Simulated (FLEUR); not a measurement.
# NiO: which magnetic order is lowest, part 2 of 3

Does NiO prefer parallel or opposed moments?

FLEUR MaX-R8.1; PBE with U = 6 eV on Ni d; all-electron FLAPW, Dirac cores, scalar-relativistic bands.

So far, largest spin moment in the muffin-tin sphere (μB): step 2 (run 1 (ferro +)) 1.79.

## (3) Order 2, typed as antiferro q=(0,1/2,1/2) +-

An opposed order shows whether neighbours prefer unlike signs.

The cell is doubled to 4 atoms to hold this order. The mesh is halved along the doubled vector, so that both cells sample the same points. The k list default-1 (kpts.xml, not shown) is a Γ-centred 10×5×10 mesh.

Contents of inp.xml:

```
<?xml version="1.0" encoding="UTF-8" standalone="no"?>
<fleurInput fleurInputVersion="0.39">
   <comment>
      NiO
   </comment>
   <calculationSetup>
      <cutoffs Kmax="4.32" Gmax="13.0" GmaxXC="13.0" numbands="0"/>
      <scfLoop itmax="120" minDistance="0.0001" maxIterBroyd="15" imix="Anderson" alpha="0.05" precondParam="0.0" spinf="2.0" sdNocoIR="T"/>
      <coreElectrons ctail="T" frcor="F" kcrel="0" coretail_lmax="0"/>
      <xcFunctional name="pbe" relativisticCorrections="F"/>
      <magnetism jspins="2"/>
      <soc l_soc="F" theta="0.0" phi="0.0" spav="F"/>
      <expertModes spex="0" secvar="F"/>
      <geometryOptimization l_f="F" forcealpha="1.0" forcemix="BFGS" epsdisp="0.00001" epsforce="0.00001"/>
      <ldaU l_linMix="F" mixParam="0.05" spinf="1.0"/>
   </calculationSetup>
   <cell>
      <bzIntegration valenceElectrons="48.0" mode="hist" fermiSmearingEnergy="0.00183747">
         <kPointListSelection listName="default-1"/>
         <xi:include xmlns:xi="http://www.w3.org/2001/XInclude" href="kpts.xml"> </xi:include>
      </bzIntegration>
      <xi:include xmlns:xi="http://www.w3.org/2001/XInclude" href="sym.xml"> </xi:include>
      <bulkLattice scale="1.0">
         <bravaisMatrix>
            <row-1>    0.0000000000000000     3.9417828250996005     3.9417828250996005</row-1>
            <row-2>    7.8835656501992011     0.0000000000000000     7.8835656501992011</row-2>
            <row-3>    7.8835656501992011     3.9417828250996005     3.9417828250996005</row-3>
         </bravaisMatrix>
      </bulkLattice>
   </cell>
   <atomSpecies>
      <species name="Nickel (Ni2.000" element="Ni" atomicNumber="28">
         <mtSphere radius="2.46" gridPoints="813" logIncrement="0.015"/>
         <atomicCutoffs lmax="10" lnonsphr="8"/>
         <electronConfig flipSpins="F">
            <coreConfig>(1s1/2) (2s1/2) (2p1/2) (2p3/2)</coreConfig>
            <valenceConfig>(3s1/2) (3p1/2) (3p3/2) (4s1/2) (3d3/2) (3d5/2)</valenceConfig>
            <stateOccupation state="(3d3/2)" spinUp="2.0" spinDown="1.2"/>
            <stateOccupation state="(3d5/2)" spinUp="3.0" spinDown="1.8"/>
         </electronConfig>
         <energyParameters s="4" p="4" d="3" f="4"/>
         <ldaU l="2" U="6.0" J="0.0" l_amf="F"/>
         <lo type="SCLO" l="0" n="3" eDeriv="0"/>
         <lo type="SCLO" l="1" n="3" eDeriv="0"/>
      </species>
      <species name="Nickel (Ni-2.000" element="Ni" atomicNumber="28">
         <mtSphere radius="2.46" gridPoints="813" logIncrement="0.015"/>
         <atomicCutoffs lmax="10" lnonsphr="8"/>
         <electronConfig flipSpins="F">
            <coreConfig>(1s1/2) (2s1/2) (2p1/2) (2p3/2)</coreConfig>
            <valenceConfig>(3s1/2) (3p1/2) (3p3/2) (4s1/2) (3d3/2) (3d5/2)</valenceConfig>
            <stateOccupation state="(3d3/2)" spinUp="1.2" spinDown="2.0"/>
            <stateOccupation state="(3d5/2)" spinUp="1.8" spinDown="3.0"/>
         </electronConfig>
         <energyParameters s="4" p="4" d="3" f="4"/>
         <ldaU l="2" U="6.0" J="0.0" l_amf="F"/>
         <lo type="SCLO" l="0" n="3" eDeriv="0"/>
         <lo type="SCLO" l="1" n="3" eDeriv="0"/>
      </species>
      <species name="Oxygen (O)" element="O" atomicNumber="8">
         <mtSphere radius="1.39" gridPoints="461" logIncrement="0.023"/>
         <atomicCutoffs lmax="6" lnonsphr="4"/>
         <electronConfig flipSpins="F">
            <coreConfig>(1s1/2)</coreConfig>
            <valenceConfig>(2s1/2) (2p1/2) (2p3/2)</valenceConfig>
            <stateOccupation state="(2p1/2)" spinUp="0.666667" spinDown="0.666667"/>
            <stateOccupation state="(2p3/2)" spinUp="1.333333" spinDown="1.333333"/>
         </electronConfig>
         <energyParameters s="2" p="2" d="3" f="4"/>
      </species>
   </atomSpecies>
   <atomGroups>
      <atomGroup species="Nickel (Ni2.000">
         <relPos label="                   1">.0000000000 .0000000000 .0000000000</relPos>
         <force calculate="T" relaxXYZ="TTT"/>
      </atomGroup>
      <atomGroup species="Nickel (Ni-2.000">
         <relPos label="                   2">.0000000000 1.000/2.000 .0000000000</relPos>
         <force calculate="T" relaxXYZ="TTT"/>
      </atomGroup>
      <atomGroup species="Oxygen (O)">
         <relPos label="                   3">1.000/2.000 .0000000000 1.000/2.000</relPos>
         <force calculate="T" relaxXYZ="TTT"/>
      </atomGroup>
      <atomGroup species="Oxygen (O)">
         <relPos label="                   4">1.000/2.000 1.000/2.000 1.000/2.000</relPos>
         <force calculate="T" relaxXYZ="TTT"/>
      </atomGroup>
   </atomGroups>
   <output dos="F" band="F" slice="F">
      <bandDOS minEnergy="-.5*Htr" maxEnergy="0.5*Htr" sigma="0.015" storeEVData="T"/>
      <plotting iplot="0" polar="F">
         <plot TwoD="T" vec1="  1.0  0.0  0.0" vec2="  0.0  1.0  0.0" vec3="  0.0  0.0  1.0" zero="  0.0  0.0  0.0" file="plot"/>
      </plotting>
      <moessbauerParams electricFieldGradient="F" isomerShift="F" coreHyperfine="F" valenceHyperfine="F"/>
   </output>
</fleurInput>
```

Contents of crystal.txt:

```
NiO
&input film=F cartesian=F /
0.00000000000  2.08590164140  2.08590164140
4.17180328280  0.00000000000  4.17180328280
4.17180328280  2.08590164140  2.08590164140
1.8897261246
1.0 1.0 1.0

4
28 0.00000000000  0.00000000000  0.00000000000 : 2.000
28 0.00000000000  0.50000000000  0.00000000000 : -2.000
8 0.50000000000  0.00000000000  0.50000000000
8 0.50000000000  0.50000000000  0.50000000000

&kpt div1=10 div2=5 div3=10 gamma=T /
```

On the command line:

```bash
$ OMP_NUM_THREADS=1 inpgen -f crystal.txt > inpgen.log  # inp.xml is then edited as shown
$ OMP_NUM_THREADS=1 mpirun -n 4 fleur_MPI > fleur.log
```

The program printed:

```text
[banner, memory and clock lines left out]
Welcome to FLEUR        (www.flapw.de)
      MaX-Release 8.1          (www.max-centre.eu)

 ========== k-point set info ==========
 Selected k-point list: default-1
 k-point list type: mesh
 0 x 0 x 0
 Number of k points: 144

 ------------Calculation Setup---------------------------
 Number of PE/node        :            4
 Number of OMP-threads    :            1
 k-points in parallel     :            4
 pe's per k-point         :            1
 No of k-point loops      :           36
 Eigenvalue solver        :       lapack
 Number of basis functions:          372
 Approximate size of matrices (H+S) per k-point:         0.002 GB
 no density matrix found ... skipping LDA+U
 Reset of history
 Iteration:     1   Distance:      32.63066108 me/bohr^3
 Iteration:     2   Distance:      39.67593771 me/bohr^3
 Iteration:     3   Distance:      36.88727675 me/bohr^3
 Iteration:     4   Distance:      20.30372834 me/bohr^3
 Iteration:     5   Distance:      11.29547178 me/bohr^3
 Iteration:     6   Distance:       8.82595205 me/bohr^3
 Iteration:     7   Distance:       1.55950786 me/bohr^3
 Iteration:     8   Distance:       1.22498949 me/bohr^3
 Iteration:     9   Distance:       0.29301725 me/bohr^3
 Iteration:    10   Distance:       0.28987807 me/bohr^3
 Iteration:    11   Distance:       0.06125912 me/bohr^3
 Iteration:    12   Distance:       0.04135693 me/bohr^3
 Iteration:    13   Distance:       0.00311754 me/bohr^3
 Iteration:    14   Distance:       0.00538461 me/bohr^3
 Iteration:    15   Distance:       0.00036062 me/bohr^3
 Iteration:    16   Distance:       0.00034291 me/bohr^3
 Iteration:    17   Distance:       0.00033032 me/bohr^3
 Iteration:    18   Distance:       0.00019560 me/bohr^3
 Iteration:    19   Distance:       0.00009432 me/bohr^3

 ********************************************************************
 Run finished successfully
 Stop message:
   all done
 ********************************************************************

--- out.xml (last complete iteration) ---
<iteration numberForCurrentRun="   19" overallNumber="   19">
         [... left out ...]
         <bandgap value="2.5181849957" units="eV"/>
         <sumValenceSingleParticleEnergies value="-35.7749091163" units="Htr"/>
         <FermiEnergy value="0.2957541586" units="Htr"/>
         <valenceDensity>
            <mtCharges spin="1">
               <mtCharge atomType="1" total="9.5602703" s="1.2042441" p="3.2595173" d="5.0154347" f="0.0565964"/>
               <mtCharge atomType="2" total="7.7609215" s="1.1878373" p="3.2410639" d="3.2529130" f="0.0556666"/>
               <mtCharge atomType="3" total="2.2031614" s="0.6822842" p="1.5179628" d="0.0024693" f="0.0003703"/>
               <mtCharge atomType="4" total="2.2636080" s="0.6892410" p="1.5708731" d="0.0029950" f="0.0004151"/>
            </mtCharges>
            <mtCharges spin="2">
               <mtCharge atomType="1" total="7.7609215" s="1.1878373" p="3.2410639" d="3.2529130" f="0.0556666"/>
               <mtCharge atomType="2" total="9.5602703" s="1.2042441" p="3.2595173" d="5.0154347" f="0.0565964"/>
               <mtCharge atomType="3" total="2.2636080" s="0.6892410" p="1.5708731" d="0.0029950" f="0.0004151"/>
               <mtCharge atomType="4" total="2.2031614" s="0.6822842" p="1.5179628" d="0.0024693" f="0.0003703"/>
            </mtCharges>
            <spinDependentCharge spin="1" total="24.0000000" interstitial="2.2120389" mtSpheres="21.7879611"/>
            <spinDependentCharge spin="2" total="24.0000000" interstitial="2.2120389" mtSpheres="21.7879611"/>
            <totalCharge value="48.0000000000"/>
         </valenceDensity>
         [... left out ...]
         <magneticMomentsInMTSpheres units="muBohr">
            <globalMagMoment atomType="1" vec="0.00000   0.00000   1.79935"/>
            <localMagMoment atomType="1" vec="0.00000   0.00000   1.79935"/>
            <globalMagMoment atomType="2" vec="0.00000   0.00000  -1.79935"/>
            <localMagMoment atomType="2" vec="0.00000   0.00000  -1.79935"/>
            <globalMagMoment atomType="3" vec="0.00000   0.00000  -0.06045"/>
            <localMagMoment atomType="3" vec="0.00000   0.00000  -0.06045"/>
            <globalMagMoment atomType="4" vec="0.00000   0.00000   0.06045"/>
            <localMagMoment atomType="4" vec="0.00000   0.00000   0.06045"/>
         </magneticMomentsInMTSpheres>
         [... left out ...]
         <totalEnergy value="    -3191.9923771079" units="Htr">
            <sumOfEigenvalues value="    -1820.5617666813">
               <coreElectrons value="-1784.7868575649"/>
               <valenceElectrons value="-35.7749091163"/>
            </sumOfEigenvalues>
            <densityCoulombPotentialIntegral value="-4871.9812818377"/>
            <densityEffectivePotentialIntegral value="-5059.3096127483"/>
            <chargeDenXCDenIntegral value="-144.3743743774"/>
            <FockExchangeEnergyValence value="0.0000000000"/>
            <FockExchangeEnergyCore value="0.0000000000"/>
         [... left out ...]
            <dftUCorrection value="-1.7548338150"/>
            <tkbTimesEntropy value="0.0000000000"/>
            <freeEnergy value="-3191.9923771079"/>
            <extrapolationTo0K value="-3191.9923771079"/>
         </totalEnergy>
         [... left out ...]
         <ldaUDensityMatrixConvergence>
            <distance spin="1" distance="0.000001"/>
            <distance spin="2" distance="0.000001"/>
         </ldaUDensityMatrixConvergence>
         <densityConvergence units="me/bohr^3">
            <chargeDensity spin="1" distance="0.0000488462"/>
            <chargeDensity spin="2" distance="0.0000488462"/>
            <overallChargeDensity distance="0.0000943216"/>
            <spinDensity distance="0.0000254411"/>
         </densityConvergence>
      </iteration>
```

The job ended after 93 s (4 MPI ranks of Intel Xeon Platinum 8488C (Sapphire Rapids), shared host; peak memory 0.44 GiB).

Spin moment in the muffin-tin sphere by atom:

```csv
atom,spin moment in the muffin-tin sphere (μB)
Ni1,1.80
Ni2,-1.80
O3,-0.06
O4,0.06
```

This step gave:

| Quantity | Value |
| --- | --- |
| free energy | -86858.5375 eV |
| program's band gap on this mesh (in a metal only a level spacing) | 2.518 eV |
| magnetization | 0 μB |
| final state | antiferromagnetic |

It lies 9.30 meV a seeded atom over the first start, and its largest moment is 1.80 μB against 1.79 μB.

## (4) Run 3 (antiferro q=(0,0,1/2) +-)

Reversing part of the moments tests the sign of the couplings between them.

This order needs a doubled cell of 4 atoms. The mesh is halved along the doubled vector, so that both cells sample the same points. The k list default-1 (kpts.xml, not shown) is a Γ-centred 10×10×5 mesh.

inp.xml: that of step 3 with these lines changed.

```diff
@@ -25,4 +25,4 @@
             <row-1>    0.0000000000000000     3.9417828250996005     3.9417828250996005</row-1>
-            <row-2>    7.8835656501992011     0.0000000000000000     7.8835656501992011</row-2>
-            <row-3>    7.8835656501992011     3.9417828250996005     3.9417828250996005</row-3>
+            <row-2>    3.9417828250996005     0.0000000000000000     3.9417828250996005</row-2>
+            <row-3>    7.8835656501992011     7.8835656501992011     0.0000000000000000</row-3>
          </bravaisMatrix>
@@ -77,3 +77,3 @@
       <atomGroup species="Nickel (Ni-2.000">
-         <relPos label="                   2">.0000000000 1.000/2.000 .0000000000</relPos>
+         <relPos label="                   2">.0000000000 .0000000000 1.000/2.000</relPos>
          <force calculate="T" relaxXYZ="TTT"/>
@@ -81,7 +81,4 @@
       <atomGroup species="Oxygen (O)">
-         <relPos label="                   3">1.000/2.000 .0000000000 1.000/2.000</relPos>
-         <force calculate="T" relaxXYZ="TTT"/>
-      </atomGroup>
-      <atomGroup species="Oxygen (O)">
-         <relPos label="                   4">1.000/2.000 1.000/2.000 1.000/2.000</relPos>
+         <relPos label="                   3">1.000/2.000 1.000/2.000 1.000/4.000</relPos>
+         <relPos label="                   4">1.000/2.000 1.000/2.000 -1.000/4.000</relPos>
          <force calculate="T" relaxXYZ="TTT"/>
```

Contents of crystal.txt:

```
NiO
&input film=F cartesian=F /
0.00000000000  2.08590164140  2.08590164140
2.08590164140  0.00000000000  2.08590164140
4.17180328280  4.17180328280  0.00000000000
1.8897261246
1.0 1.0 1.0

4
28 0.00000000000  0.00000000000  0.00000000000 : 2.000
28 0.00000000000  0.00000000000  0.50000000000 : -2.000
8 0.50000000000  0.50000000000  0.25000000000
8 0.50000000000  0.50000000000  0.75000000000

&kpt div1=10 div2=10 div3=5 gamma=T /
```

The program printed:

```text
[banner, memory and clock lines left out]
Welcome to FLEUR        (www.flapw.de)
      MaX-Release 8.1          (www.max-centre.eu)

 ========== k-point set info ==========
 Selected k-point list: default-1
 k-point list type: mesh
 0 x 0 x 0
 Number of k points: 144

 [... set-up left out ...]
 no density matrix found ... skipping LDA+U
 Reset of history
 Iteration:     1   Distance:      37.00633194 me/bohr^3
 Iteration:     2   Distance:      39.31411571 me/bohr^3
 Iteration:     3   Distance:      36.48838093 me/bohr^3
[...]
[... left out ...]
            <freeEnergy value="-3191.9993236045"/>
            <extrapolationTo0K value="-3191.9993236045"/>
         </totalEnergy>
         [... left out ...]
         <ldaUDensityMatrixConvergence>
            <distance spin="1" distance="0.000000"/>
            <distance spin="2" distance="0.000000"/>
         </ldaUDensityMatrixConvergence>
         <densityConvergence units="me/bohr^3">
            <chargeDensity spin="1" distance="0.0000072492"/>
            <chargeDensity spin="2" distance="0.0000072194"/>
            <overallChargeDensity distance="0.0000078101"/>
            <spinDensity distance="0.0000121797"/>
         </densityConvergence>
      </iteration>
```

It took 1.8 min on 4 MPI ranks; peak memory 0.4 GiB.

Spin moment in the muffin-tin sphere by atom:

```csv
atom,spin moment in the muffin-tin sphere (μB)
Ni1,1.70
Ni2,-1.70
O3,0.00
O4,0.00
```

Numbers from this step:

| Item | Value |
| --- | --- |
| free energy | -86858.7265 eV |
| program's band gap on this mesh (in a metal only a level spacing) | 3.408 eV |
| magnetization | 0 μB |
| final state | antiferromagnetic |

It lies 85.2 meV a seeded atom under the first start, and its largest moment is 1.70 μB against 1.79 μB.

[end of part 2 of 3]

[Logs and program files are shortened in this print: banners, set-up blocks, solver, clock and traceback lines can be left out without a mark of their own.]

[Logs are printed without paths, hosts, clocks, repeated set-up lines and the standing remarks that a program may print on its own settings, such as how far it seeks lower states.]

[Hosts, paths, dates, database ids (printed as entryN), source tags and the programs' standing remarks are cut or masked in the printed files.]

[Where a cell is said to come from a database of computed structures, the database is the Materials Project.]
